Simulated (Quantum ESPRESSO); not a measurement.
**GaN (F-43m): from Born charge to LO-TO splitting**

Wanted: the LO mode of GaN (F-43m) from the TO mode and the field response.

Calculated with Quantum ESPRESSO 7.5; DFT LDA, scalar-relativistic, plane waves, PseudoDojo norm-conserving pseudopotentials.

## (1) The relaxed structure

Symmetry: F-43m, No. 216, cubic system. Conventional cell: a = 4.453 Å, b = 4.453 Å, c = 4.453 Å, α = 90.00°, β = 90.00°, γ = 90.00°. Nearest to Ga lie 4 N at 1.93 Å. Nearest to N lie 4 Ga at 1.93 Å. Farther neighbours and most contacts between anions are not listed.

This is the cell after its relaxation at this level of theory, not the database cell from which that began.

## (2) What the response run gave

A linear-response run on the relaxed cell, with the response to an electric field; only its zone-centre results are used. Cutoff 92 Ry, k mesh 12×12×12.

The program printed:

```text
[banners, grids, parts of the stress and lines that vanish by symmetry left out]
Program PHONON v.7.5
     Reading xml data from directory:

[...]
Exchange-correlation= PW
                           (   1   4   0   0   0   0   0)
[...]
kinetic-energy cut-off    =      92.0000  Ry
     charge density cut-off    =     368.0000  Ry
     convergence threshold     =      1.0E-18
[...]
Exchange-correlation= PW
                           (   1   4   0   0   0   0   0)
[...]
q = (   0.0000000   0.0000000   0.0000000 )
     25 Sym.Ops. (with q -> -q+G )
     G cutoff =  660.0200  (  17933 G-vectors)     FFT grid: ( 40, 40, 40)
     number of k points=    72
[...]
Mode symmetry, T_d (-43m)  point group:
[...]
Dielectric constant
[...]
End of electric fields calculation
          Dielectric constant in cartesian axis
          (       5.764066930       0.000000000       0.000000000 )
          (       0.000000000       5.764066930      -0.000000000 )
          (       0.000000000      -0.000000000       5.764066930 )
          Effective charges (d Force / dE) in cartesian axis without acoustic sum rule applied (asr)
           atom    1  Ga    Mean Z*:        2.64527
      Ex  (        2.64527        0.00000        0.00000 )
      Ey  (        0.00000        2.64527        0.00000 )
      Ez  (       -0.00000        0.00000        2.64527 )
           atom    2  N     Mean Z*:       -2.64579
      Ex  (       -2.64579       -0.00000       -0.00000 )
      Ey  (       -0.00000       -2.64579        0.00000 )
      Ez  (       -0.00000        0.00000       -2.64579 )
          Effective charges Sum: Mean:       -0.00052
[...]
Effective charges (d Force / dE) in cartesian axis with asr applied:
           atom    1  Ga    Mean Z*:        2.64553
[...]
atom    2  N     Mean Z*:       -2.64553
[...]
Representation #   1 modes #   1   2   3
[...]
End of self-consistent calculation
     Convergence has been achieved
     Representation #   2 modes #   4   5   6
[...]
End of self-consistent calculation
     Convergence has been achieved
[...]
Dielectric constant in cartesian axis
          (       5.764066930       0.000000000       0.000000000 )
          (       0.000000000       5.764066930      -0.000000000 )
          (       0.000000000      -0.000000000       5.764066930 )
          Effective charges (d Force / dE) in cartesian axis without acoustic sum rule applied (asr)
           atom    1  Ga    Mean Z*:        2.64527
      Ex  (        2.64527        0.00000        0.00000 )
      Ey  (        0.00000        2.64527        0.00000 )
      Ez  (       -0.00000        0.00000        2.64527 )
           atom    2  N     Mean Z*:       -2.64579
      Ex  (       -2.64579       -0.00000       -0.00000 )
      Ey  (       -0.00000       -2.64579        0.00000 )
      Ez  (       -0.00000        0.00000       -2.64579 )
          Effective charges Sum: Mean:       -0.00052
[...]
Effective charges (d Force / dE) in cartesian axis with asr applied:
           atom    1  Ga    Mean Z*:        2.64553
[...]
atom    2  N     Mean Z*:       -2.64553
[...]
q = (    0.000000000   0.000000000   0.000000000 )
[...]
freq (    1) =       0.042049 [THz] =       1.402592 [cm-1]
     freq (    2) =       0.042049 [THz] =       1.402592 [cm-1]
     freq (    3) =       0.042049 [THz] =       1.402592 [cm-1]
     freq (    4) =      16.606316 [THz] =     553.927065 [cm-1]
     freq (    5) =      16.606316 [THz] =     553.927065 [cm-1]
     freq (    6) =      16.606316 [THz] =     553.927065 [cm-1]
[...]
Mode symmetry, T_d (-43m)  point group:
     freq (   1-   3) =          1.4  [cm-1]   --> T_2  G_15 P_4   I+R
     freq (   4-   6) =        553.9  [cm-1]   --> T_2  G_15 P_4   I+R

   JOB DONE.
```

| quantity | value |
| --- | --- |
| cell volume Ω (Å³) | 22.072 |
| mass of Ga (u) | 69.723 |
| mass of N (u) | 14.007 |
| Born charge of Ga, raw (e) | 2.645 |
| Born charge of N, raw (e) | -2.646 |
| ε∞ | 5.764 |
| ω(TO) after the sum rule (cm⁻¹) | 553.9 |

## (3) The calculation

The charges must sum to zero over the cell; taking off their mean, 0.000 e, leaves Z* = 2.646 e on Ga. In the polar mode Ga moves against N, so the reduced mass is μ = 69.72 × 14.01 / 83.73 = 11.664 u.

A longitudinal wave builds up a field that adds to the restoring force: ω(LO)² = ω(TO)² + 4π Z*² / (μ Ω ε∞), in Hartree atomic units. With μ = 21262 electron masses and Ω = 148.95 bohr³ the second term is 4.8180e-06 Ha², or 232079 cm⁻² (1 Ha = 219474.6 cm⁻¹).

So ω(LO) = √(306827 + 232079) = 734.1 cm⁻¹, and by the Lyddane-Sachs-Teller relation ε₀ = ε∞ (ω(LO)/ω(TO))² = 10.12.

## (4) Check against the program

The analysis program adds the same non-analytic term to the full matrix, here for q along (1 0 0).

The program printed:

```text
[banner, memory and clock lines left out]
Program DYNMAT v.7.5

     Reading Dynamical Matrix from file g.dyn
     ...Force constants read
     ...epsilon and Z* read

     Polarizability (A^3 units)
     multiply by 0.386395 for Clausius-Mossotti correction
         8.367871    0.000000    0.000000
         0.000000    8.367871   -0.000000
         0.000000   -0.000000    8.367871

     IR activities are in (D/A)^2/amu units

# mode   [cm-1]    [THz]      IR
    1     -0.00   -0.0000    0.0000
    2     -0.00   -0.0000    0.0000
    3      0.00    0.0000    0.0000
    4    553.92   16.6061   13.8438
    5    553.92   16.6061   13.8438
    6    734.10   22.0078   13.8438
```

ε₀ comes from the program's run without a direction of q.

| quantity | by hand | program |
| --- | --- | --- |
| ω(LO) (cm⁻¹) | 734.1 | 734.1 |
| ε₀ | 10.12 | 10.12 |

## (5) Summary of results

```json
{
  "TO mode": "553.9 cm⁻¹",
  "LO mode": "734.1 cm⁻¹",
  "static dielectric constant": "10.12"
}
```

What this shows: The LO mode of GaN (F-43m) lies at 734 cm⁻¹, 180 cm⁻¹ above the TO mode; the formula meets the program within 0.1 cm⁻¹, as it must for a cubic crystal with one polar mode. ω(LO)² − ω(TO)² goes with Z*²/ε∞: an error of 5 % in ε∞ would move the LO mode by 7.6 cm⁻¹, and semilocal functionals tend to overestimate ε∞. These are harmonic values at zero temperature, at the volume of this functional, for the structure held cubic; stability elsewhere in the zone is no part of this calculation.

[Host names and launcher messages were left out of these logs when they were recorded.]

[Logs are printed without paths, hosts, clocks, repeated set-up lines and the standing remarks that a program may print on its own settings, such as how far it seeks lower states.]

[Hosts, paths, dates, database ids (printed as entryN), source tags and the programs' standing remarks are cut or masked in the printed files.]
